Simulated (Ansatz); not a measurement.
## How the geometry moves the gap of LaBiS2O (P4/nmm)

Aim: gaps of LaBiS2O (P4/nmm) at the database cell and after a full relaxation.

Main program and level: Ansatz 0.2.0; r2SCAN, HSE06 and G0W0, plane waves, PAW.

This is a report of a sequence of runs, with the program logs left out and the cost of each run kept.

**1. The system as given**

The structure is tetragonal, space group P4/nmm (No. 129). Conventional cell: a = 4.065 Å, b = 4.065 Å, c = 13.861 Å, α = 90.00°, β = 90.00°, γ = 90.00°. Nearest to La lie 4 O at 2.38 Å and 4 S at 3.20 Å. Nearest to Bi lie 5 S at 2.48 to 2.89 Å. S has 4 Bi at 2.89 Å nearest. Nearest to S lie 1 Bi at 2.48 Å and 4 La at 3.20 Å. Nearest to O lie 4 La at 2.38 Å. Farther neighbours, and contacts between anions beyond the nearest, are not listed.

As a file:

```cif
data_structure
_symmetry_space_group_name_H-M 'P 1'
_symmetry_Int_Tables_number 1
_cell_length_a 4.0646
_cell_length_b 4.0646
_cell_length_c 13.8614
_cell_angle_alpha 90.000
_cell_angle_beta 90.000
_cell_angle_gamma 90.000
_cell_volume 229.00
loop_
_atom_site_label
_atom_site_type_symbol
_atom_site_fract_x
_atom_site_fract_y
_atom_site_fract_z
_atom_site_occupancy
La1 La 0.50000 0.00000 0.58924 1
La2 La 0.00000 0.50000 0.41076 1
Bi3 Bi 0.00000 0.50000 0.87006 1
Bi4 Bi 0.50000 0.00000 0.12994 1
S5 S 0.50000 0.00000 0.88843 1
S6 S 0.00000 0.50000 0.11157 1
S7 S 0.00000 0.50000 0.69097 1
S8 S 0.50000 0.00000 0.30903 1
O9 O 0.00000 0.00000 0.50000 1
O10 O 0.50000 0.50000 0.50000 1
```

**2. r2SCAN bands at the given cell**

Levels along a band path, at the cheap level, show where the edges lie and whether the meshes to come will hold them.

This step: DFT, r2SCAN, plane waves, PAW; PAW set soft_1.

The input, input.yaml:

```yaml
crystal:
  lattice:
    - [4.0646, 0.0, 0.0]
    - [0.0, 4.0646, 0.0]
    - [0.0, 0.0, 13.8614]
  atoms:
    - { symbol: La, position: [0.5, 0.0, 0.5892440202] }
    - { symbol: La, position: [0.0, 0.5, 0.4107559798] }
    - { symbol: Bi, position: [0.0, 0.5, 0.8700576921] }
    - { symbol: Bi, position: [0.5, 0.0, 0.1299423079] }
    - { symbol: S, position: [0.5, 0.0, 0.8884349997] }
    - { symbol: S, position: [0.0, 0.5, 0.1115650003] }
    - { symbol: S, position: [0.0, 0.5, 0.6909721575] }
    - { symbol: S, position: [0.5, 0.0, 0.3090278425] }
    - { symbol: O, position: [0.0, 0.0, 0.5] }
    - { symbol: O, position: [0.5, 0.5, 0.5] }
kpoints:
  mp_grid: { grid: [6, 6, 2] }
  band_path:
    path:
      - [[0.0, 0.0, 0.0], [0.0, 0.5, 0.0], [0.5, 0.5, 0.0], [0.0, 0.0, 0.0], [0.0, 0.0, 0.5], [0.0, 0.5, 0.5], [0.5, 0.5, 0.5], [0.0, 0.0, 0.5]]
      - [[0.0, 0.5, 0.0], [0.0, 0.5, 0.5]]
      - [[0.5, 0.5, 0.0], [0.5, 0.5, 0.5]]
    npoints: 10
hamiltonian:
  xc: r2scan
  pseudopotentials: { kind: paw, azcp: { folder: soft_1 } }
scf:
  occupations: { method: fermi_dirac, width: 0.02 }
  n_extra_bands: 7
output:
  eigenvalues: true
  forces: true
  stress: true
  write_density: true
  write_potential: true
  elf: true
  volumetric_format: npy
```

Command:

```bash
> ansatz run input.yaml --threads 3 --pin off --max-ram 92160MiB --backend cuda --events-out ev --progress --plain --runs-dir out --devices 1 --max-vram 13GiB
```

It took 11 s on 1 × NVIDIA H100 80GB HBM3 (shared by 6 runs) with 3 threads of AMD EPYC 7R13 (Zen 3), shared host; peak memory 1.4 GiB.

Numbers from this step:

```
pressure             : 0.1638 GPa
filled bands         : 44
gap                  : 1.109 eV
valence top at       : k = (0.000, 0.450, 0.000)
conduction bottom at : X
least direct gap     : 1.127 eV
```

The gap is indirect, with the least direct gap 0.018 eV higher.

**3. Relaxing cell and ions**

Gaps follow bond lengths, so the structure is brought to rest first.

input.yaml, the sections that differ from step 2:

```yaml
kpoints:
  mp_grid: { grid: [6, 6, 2] }
scf:
  occupations: { method: fermi_dirac, width: 0.02 }
relax:
  f_tol: 0.01
  max_steps: 60
  cell: {}
# crystal, hamiltonian: as in step 2
# output: removed
```

Elapsed: 23 s, on 1 × NVIDIA H100 80GB HBM3 (shared by 6 runs) with 3 threads; peak memory 1.1 GiB; 39 s of CPU time.

The steps of the relaxation:

```
step  energy less that of the first step (eV)  largest force component (eV/Å)  pressure (GPa)  volume (Å³)
   1                                   0.0000                          0.0146            0.16       229.00
   2                                   0.0336                          0.4923           -0.51       233.79
   3                                  -0.0003                          0.4386           -0.33       230.46
   4                                   0.0032                          0.2396            0.00       232.03
   5                                  -0.0174                          0.0340            0.01       230.78
   6                                  -0.0175                          0.0053            0.01       230.95
  7*                                  -0.0178                          0.0054            0.01       230.95
```

Relaxation steps marked * repeat the geometry before them on a plane-wave basis chosen anew for their cell, so energy and pressure can jump there. Relaxation steps 2, 4 were tried and not accepted.

Forces are held to the 16 operations that the program found; a distortion that breaks them can't arise in this run.

```
conventional cell, symmetrised  before   after  change
                         a (Å)   4.065   4.043  -0.5 %
                         b (Å)   4.065   4.043  -0.5 %
                         c (Å)  13.861  14.127  +1.9 %
              volume (Å³/atom)   22.90   23.09  +0.8 %
```

The atoms that moved most (Å, as changes of fractional coordinates times the final cell):

```
atom     dx     dy      dz  length
  S6  0.000  0.000  -0.027   0.027
  S5  0.000  0.000   0.027   0.027
 Bi4  0.000  0.000   0.026   0.026
 Bi3  0.000  0.000  -0.026   0.026
 La1  0.000  0.000  -0.010   0.010
 La2  0.000  0.000   0.010   0.010
  S7  0.000  0.000   0.010   0.010
  S8  0.000  0.000  -0.010   0.010
```

The relaxed structure:

```cif
data_structure
_symmetry_space_group_name_H-M 'P 1'
_symmetry_Int_Tables_number 1
_cell_length_a 4.0432
_cell_length_b 4.0432
_cell_length_c 14.1272
_cell_angle_alpha 90.000
_cell_angle_beta 90.000
_cell_angle_gamma 90.000
_cell_volume 230.95
loop_
_atom_site_label
_atom_site_type_symbol
_atom_site_fract_x
_atom_site_fract_y
_atom_site_fract_z
_atom_site_occupancy
La1 La 0.50000 0.00000 0.58853 1
La2 La 0.00000 0.50000 0.41147 1
Bi3 Bi 0.00000 0.50000 0.86821 1
Bi4 Bi 0.50000 0.00000 0.13179 1
S5 S 0.50000 0.00000 0.89037 1
S6 S 0.00000 0.50000 0.10963 1
S7 S 0.00000 0.50000 0.69166 1
S8 S 0.50000 0.00000 0.30834 1
O9 O 0.00000 0.00000 0.50000 1
O10 O 0.50000 0.50000 0.50000 1
```

**4. r2SCAN at the relaxed cell**

The input, input.yaml:

```yaml
crystal:
  lattice:
    - [4.0432182242, 0.0, 0.0]
    - [0.0, 4.0432182242, 0.0]
    - [0.0, 0.0, 14.1272484971]
  atoms:
    - { symbol: La, position: [0.5, 0.0, 0.5885290448] }
    - { symbol: La, position: [0.0, 0.5, 0.4114709552] }
    - { symbol: Bi, position: [0.0, 0.5, 0.86821373] }
    - { symbol: Bi, position: [0.5, 0.0, 0.13178627] }
    - { symbol: S, position: [0.5, 0.0, 0.8903725601] }
    - { symbol: S, position: [0.0, 0.5, 0.1096274399] }
    - { symbol: S, position: [0.0, 0.5, 0.6916566869] }
    - { symbol: S, position: [0.5, 0.0, 0.3083433131] }
    - { symbol: O, position: [0.0, 0.0, 0.5] }
    - { symbol: O, position: [0.5, 0.5, 0.5] }
kpoints:
  mp_grid: { grid: [6, 6, 2] }
  band_path:
    path:
      - [[0.0, 0.0, 0.0], [0.0, 0.5, 0.0], [0.5, 0.5, 0.0], [0.0, 0.0, 0.0], [0.0, 0.0, 0.5], [0.0, 0.5, 0.5], [0.5, 0.5, 0.5], [0.0, 0.0, 0.5]]
      - [[0.0, 0.5, 0.0], [0.0, 0.5, 0.5]]
      - [[0.5, 0.5, 0.0], [0.5, 0.5, 0.5]]
    npoints: 10
hamiltonian:
  xc: r2scan
  pseudopotentials: { kind: paw, azcp: { folder: soft_1 } }
scf:
  occupations: { method: fermi_dirac, width: 0.02 }
  n_extra_bands: 7
output:
  eigenvalues: true
  forces: true
  stress: true
```

The job ended after 14 s (1 × NVIDIA H100 80GB HBM3 (shared by 6 runs) with 3 threads; peak memory 1.3 GiB).

Read from the output:

- pressure: 0.008936 GPa
- gap: 1.131 eV
- valence top at: X
- conduction bottom at: X
- least direct gap: 1.131 eV

The gap is direct, at (0.000, 0.500, 0.000).

**5. HSE06 at the relaxed cell**

HSE06 mixes in a quarter of exact exchange at short range. Exchange couples all pairs of k points, which makes a full band path dear, so levels are read on the mesh and at chosen points.

This step: DFT, HSE06, plane waves, PAW; PAW set soft_1.

Edit input.yaml of step 4 so:

```diff
@@ -17,14 +17,18 @@
 kpoints:
-  mp_grid: { grid: [6, 6, 2] }
+  mp_grid: { grid: [4, 4, 2] }
   band_path:
     path:
-      - [[0.0, 0.0, 0.0], [0.0, 0.5, 0.0], [0.5, 0.5, 0.0], [0.0, 0.0, 0.0], [0.0, 0.0, 0.5], [0.0, 0.5, 0.5], [0.5, 0.5, 0.5], [0.0, 0.0, 0.5]]
-      - [[0.0, 0.5, 0.0], [0.0, 0.5, 0.5]]
-      - [[0.5, 0.5, 0.0], [0.5, 0.5, 0.5]]
-    npoints: 10
+      - [0.0, 0.0, 0.0]
+      - [0.0, 0.5, 0.0]
+      - [0.5, 0.5, 0.0]
+      - [0.0, 0.0, 0.5]
+      - [0.0, 0.5, 0.5]
+      - [0.5, 0.5, 0.5]
+      - [0.0, 0.45, 0.0]
+    npoints: 1
 hamiltonian:
-  xc: r2scan
+  xc: hse06
   pseudopotentials: { kind: paw, azcp: { folder: soft_1 } }
 scf:
-  occupations: { method: fermi_dirac, width: 0.02 }
+  occupations: { method: fixed }
   n_extra_bands: 7
@@ -32,3 +36 @@
   eigenvalues: true
-  forces: true
-  stress: true
```

Wall time 43 s (1 × NVIDIA H100 80GB HBM3 (shared by 6 runs) with 3 threads); peak memory 1.7 GiB.

Numbers from this step:

* gap: 1.347 eV
* valence top at: X
* conduction bottom at: X
* least direct gap: 1.347 eV

The gap stands +0.22 eV against r2SCAN.

**6. G0W0 at the relaxed cell**

G0W0 replaces the xc potential by the self-energy, built once from these orbitals. Only a window of levels is corrected, while the sums run over the empty bands that the input names. This step takes PAW set soft_1 files.

This step: G0W0 on r2SCAN, plane waves, PAW; PAW set soft_1.

Edit input.yaml of step 5 so:

```diff
@@ -18,14 +18,4 @@
   mp_grid: { grid: [4, 4, 2] }
-  band_path:
-    path:
-      - [0.0, 0.0, 0.0]
-      - [0.0, 0.5, 0.0]
-      - [0.5, 0.5, 0.0]
-      - [0.0, 0.0, 0.5]
-      - [0.0, 0.5, 0.5]
-      - [0.5, 0.5, 0.5]
-      - [0.0, 0.45, 0.0]
-    npoints: 1
 hamiltonian:
-  xc: hse06
+  xc: r2scan
   pseudopotentials: { kind: paw, azcp: { folder: soft_1 } }
@@ -33,4 +23,7 @@
   occupations: { method: fixed }
-  n_extra_bands: 7
-output:
-  eigenvalues: true
+gw:
+  n_empty_bands: 447
+  ecut_chi: 90
+  qp_bands: [v3, c3]
+  qp_kpoints: band_edges
+  screening: { model: contour_deformation }
```

Elapsed: 28 s, on 1 × NVIDIA H100 80GB HBM3 (shared by 6 runs) with 3 threads; peak memory 2.5 GiB; 38 s of CPU time.

Numbers from this step:

```
bands summed                                 : 491
RPA ε∞ on this mesh (eigenvalues)            : 6.196, 20.22, 20.22
plane waves in the screening matrix          : 433
G0W0 gap on the mesh                         : 1.281 eV
k of the valence top                         : 0, -0.5, 0
k of the conduction bottom                   : 0, -0.5, 0
starting gap on the mesh                     : 1.129 eV
least direct G0W0 gap on the computed points : 1.281 eV
```

The gap on the mesh goes from 1.13 eV to 1.28 eV, a correction of +0.15 eV. Between the two edge states, bare exchange in place of the xc potential would open the gap by 4.44 eV, and correlation takes back 4.29 eV.

**7. G0W0 at the given cell**

The input, input.yaml:

```yaml
crystal:
  lattice:
    - [4.0646, 0.0, 0.0]
    - [0.0, 4.0646, 0.0]
    - [0.0, 0.0, 13.8614]
  atoms:
    - { symbol: La, position: [0.5, 0.0, 0.5892440202] }
    - { symbol: La, position: [0.0, 0.5, 0.4107559798] }
    - { symbol: Bi, position: [0.0, 0.5, 0.8700576921] }
    - { symbol: Bi, position: [0.5, 0.0, 0.1299423079] }
    - { symbol: S, position: [0.5, 0.0, 0.8884349997] }
    - { symbol: S, position: [0.0, 0.5, 0.1115650003] }
    - { symbol: S, position: [0.0, 0.5, 0.6909721575] }
    - { symbol: S, position: [0.5, 0.0, 0.3090278425] }
    - { symbol: O, position: [0.0, 0.0, 0.5] }
    - { symbol: O, position: [0.5, 0.5, 0.5] }
kpoints:
  mp_grid: { grid: [4, 4, 2] }
hamiltonian:
  xc: r2scan
  pseudopotentials: { kind: paw, azcp: { folder: soft_1 } }
scf:
  occupations: { method: fixed }
gw:
  n_empty_bands: 443
  ecut_chi: 90
  qp_bands: [v3, c3]
  qp_kpoints: band_edges
  screening: { model: contour_deformation }
```

Elapsed: 35 s, on 1 × NVIDIA H100 80GB HBM3 (shared by 6 runs) with 3 threads; peak memory 2.5 GiB; 44 s of CPU time.

Read from the output:

- bands summed: 487
- RPA ε∞ on this mesh (eigenvalues): 6.363, 19.38, 19.38
- plane waves in the screening matrix: 433
- G0W0 gap on the mesh: 1.303 eV
- k of the valence top: 0, -0.5, 0
- k of the conduction bottom: 0, -0.5, 0
- starting gap on the mesh: 1.137 eV
- least direct G0W0 gap on the computed points: 1.303 eV

The gap on the mesh goes from 1.14 eV to 1.30 eV, a correction of +0.17 eV. Between the two edge states, bare exchange in place of the xc potential would open the gap by 4.46 eV, and correlation takes back 4.30 eV. The start differs from the 1.11 eV found before because this mesh misses an edge.

**8. Together**

G0W0 rows are gaps on the mesh, lowered where the mesh misses an edge of the band path.

```
      level  given cell (eV)  relaxed cell (eV)  change (eV)
     r2SCAN             1.11               1.13        +0.02
      HSE06                -               1.35            -
G0W0@r2SCAN             1.27               1.28        +0.01
```

**9. Outcome**

| Item | Value |
| --- | --- |
| volume change | +0.8 % |
| r2SCAN, given cell | 1.11 eV |
| r2SCAN, relaxed cell | 1.13 eV |
| HSE06, relaxed cell | 1.35 eV |
| G0W0@r2SCAN, relaxed cell | 1.28 eV |
| G0W0@r2SCAN, given cell | 1.27 eV |
| known limits | short of the basis limit; f levels unsure; no spin-orbit coupling; coarse k mesh |

What this shows: Relaxation changes the volume by +0.8 % and the gap by +0.02 eV (r2SCAN) and +0.01 eV (G0W0@r2SCAN). Bands and cutoff are finite, so the gap stands short of the basis limit, usually by up to a few tenths of an eV; the mesh is an error of its own. The 4×4×2 mesh is coarse for this cell (its supercell is 16 Å along the shortest edge). The RPA ε∞ on it, from the r2SCAN start, is 6.36 and 19.38; such meshes misread the long-range screening, most where the gap is narrow. Where an edge is built on 6p states of lead, bismuth or thallium, scalar-relativistic gaps usually stand too wide, by a few tenths to over one eV. Empty 4f levels lie near the conduction edge, and their corrections are unsure with these files. The many-body steps are scalar-relativistic: spin-orbit coupling is not in them.

[Long decimals in the printed logs are rounded to 6 places.]

[Logs are printed without paths, hosts, clocks, repeated set-up lines and the standing remarks that a program may print on its own settings, such as how far it seeks lower states.]

[Paths, hosts, dates, memory and timing lines, banners, echoed tables and standing remarks are left out of the program output; an Ansatz launch command may be rebuilt from the run's recorded settings. Measured values are a selection of at most five: reports struck by readers or far from the other reports are left out. None is set beside runs whose start may be inverted or whose files or cutoffs have a known fault.]

[Runs of the session that timed out or met a known fault of the program may be left out.]

[Cells called generated may have been cut or substituted from an entry of the Crystallography Open Database or the Materials Project.]

[Hosts, paths, dates, database ids (printed as entryN), source tags and the programs' standing remarks are cut or masked in the printed files.]

[Where the starting crystal was built by hand or by swapping elements, it need not be the compound's stable phase.]
